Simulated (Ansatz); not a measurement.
**Lattice dynamics of Ti3InC (Pm-3m)**

Aim: the vibrations of Ti3InC (Pm-3m), their spectra, and whether the structure is stable.

Program: Ansatz 0.2.0. Level of theory: DFT PBEsol, scalar-relativistic, plane waves, PAW; PAW set soft_1. Results are calculated unless marked as measured.

## Step 1: The starting structure

The structure is cubic, space group Pm-3m (No. 221). The conventional cell has a = 4.236 Å, b = 4.236 Å, c = 4.236 Å, α = 90.00°, β = 90.00°, γ = 90.00°. Nearest to Ti lie 2 C at 2.12 Å and 4 In at 2.99 Å and 8 Ti at 2.99 Å. Nearest to In lie 12 Ti at 2.99 Å. Nearest to C lie 6 Ti at 2.12 Å. Farther neighbours are not listed.

Coordinates:

```cif
data_structure
_symmetry_space_group_name_H-M 'P 1'
_symmetry_Int_Tables_number 1
_cell_length_a 4.2356
_cell_length_b 4.2356
_cell_length_c 4.2356
_cell_angle_alpha 90.000
_cell_angle_beta 90.000
_cell_angle_gamma 90.000
_cell_volume 75.99
loop_
_atom_site_label
_atom_site_type_symbol
_atom_site_fract_x
_atom_site_fract_y
_atom_site_fract_z
_atom_site_occupancy
Ti1 Ti 0.50000 0.50000 0.00000 1
Ti2 Ti 0.50000 0.00000 0.50000 1
Ti3 Ti 0.00000 0.50000 0.50000 1
In4 In 0.00000 0.00000 0.00000 1
C5 C 0.50000 0.50000 0.50000 1
```

## Step 2: Relaxation

Harmonic phonons are second derivatives at a point where the forces vanish, and they are wanted at zero stress, so atoms and cell are relaxed first.

Input file input.yaml:

```yaml
crystal:
  lattice:
    - [4.23556108, 0.0, 0.0]
    - [0.0, 4.23556108, 0.0]
    - [0.0, 0.0, 4.23556108]
  atoms:
    - { symbol: Ti, position: [0.5, 0.5, 0.0] }
    - { symbol: Ti, position: [0.5, 0.0, 0.5] }
    - { symbol: Ti, position: [0.0, 0.5, 0.5] }
    - { symbol: In, position: [0.0, 0.0, 0.0] }
    - { symbol: C, position: [0.5, 0.5, 0.5] }
kpoints:
  mp_grid: { grid: [8, 8, 8] }
hamiltonian:
  xc: pbesol
  pseudopotentials: { kind: paw, azcp: { folder: soft_1 }, xc_functional: pbe }
scf:
  occupations: { method: gaussian, width: 0.1 }
output:
  forces: true
  stress: true
  eigenvalues: true
relax:
  adjacent_minimum: "off"
  f_tol: 0.005
  max_steps: 80
  cell: { stress_tol: 0.05 }
```

The run is started by

```bash
ansatz run input.yaml --threads 4 --pin off --max-ram 10240MiB --backend cpu --events-out ev --progress --plain --runs-dir out
```

Numbers of over 12 decimals in the logs are rounded to 6 here.

The log of the run:

```text
Engine: ansatz 0.2.0, aarch64-unknown-linux-gnu
Pseudopotentials: kind: paw
Pseudopotential: Ti, paw, valence charge 12, recommended cutoff 420 eV (normal), soft_1/Ti.paw.azcp
Pseudopotential: In, paw, valence charge 13, recommended cutoff 420 eV (normal), soft_1/In.paw.azcp
Pseudopotential: C, paw, valence charge 4, recommended cutoff 420 eV (normal), soft_1/C.paw.azcp
Functional definition: PBEsol
  exchange = pbesol_x
  correlation = pbesol_c
Crystal: 5 atoms, lattice volume = 75.986 Å³
Basis set: ecut = 420 eV, 1503 PW (Γ), exchange–correlation on 60×60×60 points (8 copies of the dense FFT grid, shifted against one another)
Bands: 32, of which v1, the nominal top of the filled ones, is band 27 counted from 1 (26 counted from 0)
Symmetry: 48 space group operations
Space group: Pm-3m (ITA 221), of the structure as read, at distance tolerance 4.2e-5 Å
k-points: 35 of 512
Non-local potential: Ti, projectors of the file, l = 0: 3, l = 1: 2, l = 2: 3, l = 3: 1
Non-local potential: In, projectors of the file, l = 0: 2, l = 1: 2, l = 2: 2, l = 3: 1
Non-local potential: C, projectors of the file, l = 0: 2, l = 1: 2, l = 2: 1
PAW form: soft (Blöchl's): semilocal exchange-correlation on the pseudo side does not see the compensation charge
PAW frozen core: Ti, regenerated for the run's functional, and the local potential with it (the file was generated under x = pbe(κ = 0.804, μ = 0.219515), c = pbe(β = 0.066725))
PAW frozen core: In, regenerated for the run's functional, and the local potential with it (the file was generated under x = pbe(κ = 0.804, μ = 0.219515), c = pbe(β = 0.066725))
PAW frozen core: C, regenerated for the run's functional, and the local potential with it (the file was generated under x = pbe(κ = 0.804, μ = 0.219515), c = pbe(β = 0.066725))
PAW one-centre angular grid: Ti, 590 points (default); XC on 64 Gauss nodes
PAW one-centre angular grid: In, 590 points (default); XC on 64 Gauss nodes
PAW one-centre angular grid: C, 110 points (default); XC on 64 Gauss nodes
Initial density: superposition of atomic densities (chi_scale 0.1, normalization cell, long waves kept (reshape's long-wave potential 0.00 eV rms))
Initial wavefunctions: pseudopotential atomic-orbital guess
Functional: x = pbesol(κ = 0.804, μ = 0.123457), c = pbesol(β = 0.046)
SCF iter   1: F=—  HF=-13199.249000 eV  |F-HF|=—  |Δ(HF+E_count)|=         —  Δρ=7.80e-2  dr2=8.69e0  ethr=3.10e-3  ⟨swp⟩=4.1  Hψ=3688  notcnv=0
preconditioner: auto → Kerker (q_TF=auto, 2.569 Å⁻¹)  [metal: Δε(μ)=0.039 eV  Ē_g=8.082 eV  σ=0.100 eV  W_gap=0.21  n_scr=18 (ndim 8)  ℏωp=22.9 eV  f_vac=0.000  D(μ)=3.61/eV (n_scr^D=26)]
SCF iter   2: F=—  HF=-13197.444869 eV  |F-HF|=—  |Δ(HF+E_count)|=    1.80e0  Δρ=2.89e-2  dr2=1.62e0  ethr=3.10e-3  ⟨swp⟩=2.2  Hψ=2091  notcnv=0  defer=18
SCF iter   3: F=—  HF=-13197.054571 eV  |F-HF|=—  |Δ(HF+E_count)|=   3.90e-1  Δρ=1.21e-2  dr2=2.14e-1  ethr=3.06e-3  ⟨swp⟩=2.0  Hψ=1742  notcnv=0  defer=22
SCF iter   4: F=—  HF=-13196.984157 eV  |F-HF|=—  |Δ(HF+E_count)|=   7.04e-2  Δρ=1.89e-3  dr2=7.08e-3  ethr=4.03e-4  ⟨swp⟩=2.0  Hψ=1581  notcnv=0  defer=24
SCF iter   5: F=—  HF=-13196.982268 eV  |F-HF|=—  |Δ(HF+E_count)|=   1.89e-3  Δρ=5.96e-4  dr2=1.98e-4  ethr=1.34e-5  ⟨swp⟩=2.1  Hψ=1814  notcnv=0  defer=21
SCF iter   6: F=—  HF=-13196.982247 eV  |F-HF|=—  |Δ(HF+E_count)|=   2.10e-5  Δρ=1.71e-4  dr2=2.13e-5  ethr=3.74e-7  ⟨swp⟩=2.1  Hψ=1641  notcnv=0  defer=20
SCF iter   7: F=—  HF=-13196.982138 eV  |F-HF|=—  |Δ(HF+E_count)|=   1.09e-4  Δρ=3.80e-5  dr2=1.13e-6  ethr=4.03e-8  ⟨swp⟩=2.0  Hψ=1576  notcnv=0  defer=20
SCF iter   8: F=-13196.982138 eV  HF=-13196.982138 eV  |F-HF|=2.13e-8  |Δ(HF+E_count)|=   1.02e-7  Δρ=7.10e-6  dr2=4.69e-8  ethr=1.89e-10  ⟨swp⟩=8.2  Hψ=4775  notcnv=0
SCF 1 converged in 8 iterations: F = -13196.982138 eV  dr2 = 4.69e-8
  greatest PAW one-centre occupation: 0.998 electrons in one spin orbital (limit 2), on the Ti atom at site 1 (counted from 0), in its partial waves of l = 0
relax step   1: F+E_penalty+E_count = -13196.98213795 eV  Δ(F+E_penalty+E_count) = +0.000e0 eV  max|allowed force component| = 3.495e-29 eV/Å  Δτ_max = 0.0000 Å  P = -3.961 GPa  Ω = 75.986 Å³  (8 SCF iters, dr2 threshold 1.00e-7 eV, accepted)
Crystal: 5 atoms, lattice volume = 73.441 Å³
Basis set: ecut = 420 eV, 1365 PW (Γ), exchange–correlation on 60×60×60 points (8 copies of the dense FFT grid, shifted against one another)
Initial density: handed on by an earlier stage of this run
Initial wavefunctions: those handed on with the density
iter 1 solved again at ethr=7.99e-5 eV; its pass at ethr=3.10e-3 eV (dr2=4.24e-2 eV) is discarded
SCF iter   1: F=—  HF=-13197.015882 eV  |F-HF|=—  |Δ(HF+E_count)|=         —  Δρ=5.48e-3  dr2=4.36e-2  ethr=7.99e-5  ⟨swp⟩=1.0  Hψ=5842  notcnv=0
preconditioner: auto → Kerker (q_TF=auto, 2.584 Å⁻¹)  [metal: Δε(μ)=0.013 eV  Ē_g=8.370 eV  σ=0.100 eV  W_gap=0.07  n_scr=18 (ndim 8)  ℏωp=23.3 eV  f_vac=0.000  D(μ)=3.67/eV (n_scr^D=32)]
SCF iter   2: F=—  HF=-13197.007887 eV  |F-HF|=—  |Δ(HF+E_count)|=   8.00e-3  Δρ=1.90e-3  dr2=7.69e-3  ethr=7.99e-5  ⟨swp⟩=2.0  Hψ=1334  notcnv=0
SCF iter   3: F=—  HF=-13197.006260 eV  |F-HF|=—  |Δ(HF+E_count)|=   1.63e-3  Δρ=6.56e-4  dr2=9.07e-4  ethr=1.45e-5  ⟨swp⟩=2.0  Hψ=1399  notcnv=0
SCF iter   4: F=—  HF=-13197.005967 eV  |F-HF|=—  |Δ(HF+E_count)|=   2.93e-4  Δρ=1.95e-4  dr2=6.31e-5  ethr=1.71e-6  ⟨swp⟩=2.0  Hψ=1398  notcnv=0
SCF iter   5: F=—  HF=-13197.005841 eV  |F-HF|=—  |Δ(HF+E_count)|=   1.26e-4  Δρ=5.61e-5  dr2=1.86e-6  ethr=1.19e-7  ⟨swp⟩=2.0  Hψ=1429  notcnv=0
SCF iter   6: F=-13197.005841 eV  HF=-13197.005841 eV  |F-HF|=7.06e-8  |Δ(HF+E_count)|=   2.92e-7  Δρ=1.09e-5  dr2=8.63e-8  ethr=9.43e-10  ⟨swp⟩=6.1  Hψ=4573  notcnv=0
SCF 2 converged in 6 iterations: F = -13197.005841 eV  dr2 = 8.63e-8
relax step   2: F+E_penalty+E_count = -13197.00584064 eV  Δ(F+E_penalty+E_count) = -2.370e-2 eV  max|allowed force component| = 5.164e-29 eV/Å  Δτ_max = 0.0000 Å  P = +1.278 GPa  Ω = 73.441 Å³  energy of the carried Pulay correction = +1.173e-3 eV  (6 SCF iters, dr2 threshold 5.00e-7 eV, accepted)
Crystal: 5 atoms, lattice volume = 74.046 Å³
Basis set: ecut = 420 eV, 1419 PW (Γ), exchange–correlation on 60×60×60 points (8 copies of the dense FFT grid, shifted against one another)
iter 1 solved again at ethr=4.80e-6 eV; its pass at ethr=3.10e-3 eV (dr2=2.54e-3 eV) is discarded
SCF iter   1: F=—  HF=-13197.008574 eV  |F-HF|=—  |Δ(HF+E_count)|=         —  Δρ=1.35e-3  dr2=2.69e-3  ethr=4.80e-6  ⟨swp⟩=2.3  Hψ=5765  notcnv=0
preconditioner: auto → Kerker (q_TF=auto, 2.580 Å⁻¹)  [metal: Δε(μ)=0.004 eV  Ē_g=8.370 eV  σ=0.100 eV  W_gap=0.02  n_scr=18 (ndim 8)  ℏωp=23.2 eV  f_vac=0.000  D(μ)=3.67/eV (n_scr^D=32)]
SCF iter   2: F=—  HF=-13197.008082 eV  |F-HF|=—  |Δ(HF+E_count)|=   4.92e-4  Δρ=4.71e-4  dr2=4.76e-4  ethr=4.80e-6  ⟨swp⟩=2.0  Hψ=1335  notcnv=0
SCF iter   3: F=—  HF=-13197.007873 eV  |F-HF|=—  |Δ(HF+E_count)|=   2.10e-4  Δρ=1.61e-4  dr2=5.43e-5  ethr=8.98e-7  ⟨swp⟩=2.0  Hψ=1399  notcnv=0
SCF iter   4: F=—  HF=-13197.007856 eV  |F-HF|=—  |Δ(HF+E_count)|=   1.72e-5  Δρ=5.57e-5  dr2=5.02e-6  ethr=1.02e-7  ⟨swp⟩=2.0  Hψ=1384  notcnv=0
iter 5 did not close the SCF: its close was put off for the readings that it lacked (scf_convergence_deferred on its scf_iter line)
SCF iter   5: F=-13197.007854 eV  HF=-13197.007854 eV  |F-HF|=8.33e-8  |Δ(HF+E_count)|=   1.68e-6  Δρ=1.59e-5  dr2=1.50e-7  ethr=9.48e-9  ⟨swp⟩=2.0  Hψ=1431  notcnv=0
SCF iter   6: F=-13197.007854 eV  HF=-13197.007854 eV  |F-HF|=2.71e-9  |Δ(HF+E_count)|=   1.95e-8  Δρ=2.49e-6  dr2=4.24e-9  ethr=2.83e-10  ⟨swp⟩=2.1  Hψ=4252  notcnv=0
SCF 3 converged in 6 iterations: F = -13197.007854 eV  dr2 = 4.24e-9
  greatest PAW one-centre occupation: 0.998 electrons in one spin orbital (limit 2), on the Ti atom at site 2 (counted from 0), in its partial waves of l = 0
relax step   3: F+E_penalty+E_count = -13197.00785388 eV  Δ(F+E_penalty+E_count) = -2.013e-3 eV  max|allowed force component| = 1.178e-29 eV/Å  Δτ_max = 0.0000 Å  P = -0.053 GPa  Ω = 74.046 Å³  energy of the carried Pulay correction = +8.907e-4 eV  (6 SCF iters, dr2 threshold 5.00e-7 eV, accepted)
[...]
relax step   4: F+E_penalty+E_count = -13197.00786912 eV  Δ(F+E_penalty+E_count) = -1.524e-5 eV  max|allowed force component| = 9.677e-30 eV/Å  Δτ_max = 0.0000 Å  P = -0.001 GPa  Ω = 74.022 Å³  energy of the carried Pulay correction = +9.019e-4 eV  (6 SCF iters, dr2 threshold 6.93e-9 eV, accepted)
Initial wavefunctions: pseudopotential atomic-orbital guess (no wavefunctions were taken with the density)
iter 1 solved again at ethr=4.02e-8 eV; its pass at ethr=3.10e-3 eV (dr2=2.13e-5 eV) is discarded
SCF iter   1: F=—  HF=-13197.007130 eV  |F-HF|=—  |Δ(HF+E_count)|=         —  Δρ=3.94e-5  dr2=1.57e-7  ethr=4.02e-8  ⟨swp⟩=3.0  Hψ=6658  notcnv=0
SCF iter   2: F=—  HF=-13197.007028 eV  |F-HF|=—  |Δ(HF+E_count)|=   1.02e-4  Δρ=2.23e-5  dr2=6.23e-8  ethr=2.96e-10  ⟨swp⟩=2.0  Hψ=2047  notcnv=0
SCF iter   3: F=—  HF=-13197.007028 eV  |F-HF|=—  |Δ(HF+E_count)|=   7.10e-8  Δρ=3.20e-6  dr2=1.74e-9  ethr=1.18e-10  ⟨swp⟩=2.0  Hψ=1434  notcnv=0
SCF iter   4: F=—  HF=-13197.007028 eV  |F-HF|=—  |Δ(HF+E_count)|=  5.35e-10  Δρ=4.73e-7  dr2=1.34e-10  ethr=3.28e-12  ⟨swp⟩=2.9  Hψ=2055  notcnv=0
iter 5 did not close the SCF: its close was put off for the readings that it lacked (scf_convergence_deferred on its scf_iter line)
SCF iter   5: F=-13197.007028 eV  HF=-13197.007028 eV  |F-HF|=2.36e-11  |Δ(HF+E_count)|=  2.55e-11  Δρ=1.61e-7  dr2=3.41e-11  ethr=1.00e-12  ⟨swp⟩=1.0  Hψ=1120  notcnv=0
SCF iter   6: F=-13197.007028 eV  HF=-13197.007028 eV  |F-HF|=0.00e0  |Δ(HF+E_count)|=  1.27e-11  Δρ=5.51e-8  dr2=2.56e-12  ethr=1.00e-12  ⟨swp⟩=3.0  Hψ=3527  notcnv=0
SCF 5 converged in 6 iterations: F = -13197.007028 eV  dr2 = 2.56e-12
relax step   5: F+E_penalty+E_count = -13197.00702758 eV  Δ(F+E_penalty+E_count) = +8.415e-4 eV  max|allowed force component| = 8.441e-30 eV/Å  Δτ_max = 0.0000 Å  P = -0.007 GPa  Ω = 74.022 Å³  stress off target by 7.49e-3 GPa  SCF on the basis re-selected at this cell (its energy is not comparable with the rows above)  (6 SCF iters)
basis re-selected at this cell: Δ(F+E_penalty+E_count) = +8.415e-4 eV, ΔP = -0.007 GPa vs the last step (what re-selecting the basis moved, of the pressure what is left beyond the Pulay correction that the steps carried, after the strain that the cell walked since its last selection, with what the two solves' SCF thresholds leave and, on support functions, any second-order correction that the steps lacked; it is no m [...]
SCF converged after 6 iterations
Free energy (F): -13197.007028 eV
Harris-Foulkes:  -13197.007028 eV  (|F-HF|=0.00e0)
Internal energy: -13196.988661 eV  (E = F + TS)
E sigma→0 (E₀):  -13196.997844 eV
Entropy (-TS):   -0.018367 eV (-3.673 meV/atom)
Fermi energy:    14.203064 eV
--- Per-component energies (eV) ---
  E_band       = -394.578533
  E_kinetic    = 1151.278712
  E_local      = -3454.735146  (includes V_loc(G=0)·N_el)
  E_nonlocal   = 537.056765
  E_hartree    = 1381.278766
  E_xc         = -537.669348
  E_vxc        = -587.137085  (∫ρ·V_xc dr)
  E_paw        = -7284.635926  (= ΣΔE_a)
  E_vpaw       = -803.599238  (= ΣTr[D̂ρ^β])
  E_aug_tail   = -0.000115  (compensation charges beyond the density's cutoff)
  E_ewald      = -4990.237527
  E_core_change = 0.675158  (= ΣΔE_core)
  E_smearing   = -0.018367  (= −TS)
  E_closure    = 0.000000  (closes the sum)
  Σ components = -13197.007028   (vs F -13197.007028, Δ=0.00e0)
--- Forces (eV/Å), atoms counted from 1 ---
  atom   1  Ti     0.00000000    -0.00000000     0.00000000
  atom   2  Ti     0.00000000    -0.00000000     0.00000000
  atom   3  Ti     0.00000000    -0.00000000    -0.00000000
  atom   4  In     0.00000000    -0.00000000    -0.00000000
  atom   5  C      0.00000000     0.00000000     0.00000000
  max |Σ_I F_I| component: 2.06e-29 eV/Å
--- Stress (GPa, compression-positive) ---
       -0.007488      -0.000000       0.000000
       -0.000000      -0.007488       0.000000
        0.000000       0.000000      -0.007488
  P = ⅓ Tr σ = -0.0075 GPa (-0.075 kbar)
--- Band table (eV; the first three rows and the last of 35) ---
  k-point 0: bands = [... 23 lower, 12.7239, 12.8124, 12.8124, 12.8124, 15.6722, 15.6722, 15.6722, 16.2772, ... 1 higher]
  k-point 1: bands = [... 23 lower, 12.8191, 12.8191, 12.8451, 12.8473, 15.4472, 15.5273, 15.5273, 15.6015, ... 1 higher]
  k-point 2: bands = [... 23 lower, 12.7519, 12.7519, 12.9383, 13.1840, 14.8449, 15.4254, 15.4652, 15.4652, ... 1 higher]
  k-point 34: bands = [... 23 lower, 12.5064, 12.5064, 14.5237, 14.5237, 14.5237, 14.5603, 14.5603, 14.5603, ... 1 higher]
--- Relaxed structure (4 steps of the walk, 4 accepted, 1 SCFs on fresh bases) ---
  F+E_penalty+E_count = -13197.00702758 eV   max|allowed force component| = 8.441e-30 eV/Å   (the final SCF, on the basis selected at the relaxed cell)
  cell:  # Å, volume = 74.0222 Å³
    - [4.198756, 0, 0]
    - [0, 4.198756, 0.0]
    - [0, 0.0, 4.198756]
  atoms:
    - { symbol: Ti, position: [0.5, 0.5, 0] }
    - { symbol: Ti, position: [0.5, 0, 0.5] }
    - { symbol: Ti, position: [0, 0.5, 0.5] }
    - { symbol: In, position: [0, 0, 0] }
    - { symbol: C, position: [0.5, 0.5, 0.5] }
```

Elapsed: 8.1 s, on 4 threads of Arm Neoverse V1, shared host; peak memory 0.44 GiB.

The steps of the relaxation:

```
step  energy less that of the first step (eV)  largest force component (eV/Å)  pressure (GPa)  volume (Å³)
   1                                   0.0000                          0.0000           -3.96        75.99
   2                                  -0.0237                          0.0000            1.28        73.44
   3                                  -0.0257                          0.0000           -0.05        74.05
   4                                  -0.0257                          0.0000            0.00        74.02
  5*                                  -0.0249                          0.0000           -0.01        74.02
```

Relaxation steps marked * repeat the geometry before them on a plane-wave basis chosen anew for their cell, so energy and pressure can jump there.

The run keeps the 48 symmetry operations that it works with, so distortions that break them were not tested.

| conventional cell, symmetrised | before | after | change |
| --- | --- | --- | --- |
| a (Å) | 4.236 | 4.199 | -0.9 % |
| b (Å) | 4.236 | 4.199 | -0.9 % |
| c (Å) | 4.236 | 4.199 | -0.9 % |
| volume (Å³/atom) | 15.20 | 14.80 | -2.6 % |

The relaxed structure:

```xyz
5
Lattice="4.1988 0.0000 0.0000 0.0000 4.1988 0.0000 0.0000 0.0000 4.1988" Properties=species:S:1:pos:R:3 pbc="T T T"
Ti    2.0994    2.0994    0.0000
Ti    2.0994    0.0000    2.0994
Ti    0.0000    2.0994    2.0994
In    0.0000    0.0000    0.0000
C     2.0994    2.0994    2.0994
```

This step gave:

```
pressure          : -0.007488 GPa
volume per atom   : 14.80 Å³
gap on the k-mesh : 0 eV
```

In this step the volume went from 15.20 to 14.80 Å³/atom.

## Step 3: Relaxing to small forces for the phonons

Phonons need a cell at rest on their own settings, so the relaxation is repeated with tight tolerances on forces and stress on the k mesh and occupations of the first response run.

input.yaml, the sections that differ from step 2:

```yaml
crystal:
  lattice:
    - [4.1987557268, 0.0, 0.0]
    - [0.0, 4.1987557268, 0.0]
    - [0.0, 0.0, 4.1987557268]
  atoms:
    - { symbol: Ti, position: [0.5, 0.5, 0.0] }
    - { symbol: Ti, position: [0.5, 0.0, 0.5] }
    - { symbol: Ti, position: [0.0, 0.5, 0.5] }
    - { symbol: In, position: [0.0, 0.0, 0.0] }
    - { symbol: C, position: [0.5, 0.5, 0.5] }
scf:
  occupations: { method: methfessel_paxton, width: 0.2 }
relax:
  adjacent_minimum: "off"
  f_tol: 0.001
  max_steps: 60
  cell: { stress_tol: 0.01 }
# kpoints, hamiltonian, output: as in step 2
```

The log of the run:

```text
[...]
Crystal: 5 atoms, lattice volume = 74.022 Å³
Basis set: ecut = 420 eV, 1419 PW (Γ), exchange–correlation on 60×60×60 points (8 copies of the dense FFT grid, shifted against one another)
Bands: 32, of which v1, the nominal top of the filled ones, is band 27 counted from 1 (26 counted from 0)
Symmetry: 48 space group operations
[...]
k-points: 35 of 512
[...]
--- Relaxed structure (2 steps of the walk, 2 accepted, 1 SCFs on fresh bases) ---
[...]
cell:  # Å, volume = 74.0039 Å³
    - [4.198409, 0, 0]
    - [0, 4.198409, 0.0]
    - [0, 0.0, 4.198409]
  atoms:
    - { symbol: Ti, position: [0.500000, 0.500000, 0] }
    - { symbol: Ti, position: [0.500000, 0, 0.500000] }
    - { symbol: Ti, position: [0, 0.500000, 0.500000] }
    - { symbol: In, position: [0, 0, 0] }
    - { symbol: C, position: [0.500000, 0.500000, 0.500000] }
[key lines of the parts left out:]
SCF converged after 7 iterations
Free energy (F): -13196.999207 eV
Fermi energy:    14.207265 eV
P = ⅓ Tr σ = 0.0087 GPa (0.087 kbar)
```

Run time: 4.6 s. Hardware: 4 threads; peak memory 0.44 GiB; 17 s of CPU time.

Little changed from the start: no atom moved by 0.005 Å and no cell edge by 0.1 %.

Numbers from this step:

```
pressure : 0.008666 GPa
```

The forces vanish by symmetry and the pressure is 0.009 GPa, within the tolerances set. The cell now holds 14.80 Å³/atom.

(Continued in part 2 of 3.)

[Logs are printed without paths, hosts, clocks, repeated set-up lines and the standing remarks that a program may print on its own settings, such as how far it seeks lower states.]

[Hosts, paths, dates, database ids (printed as entryN), source tags and the programs' standing remarks are cut or masked in the printed files.]
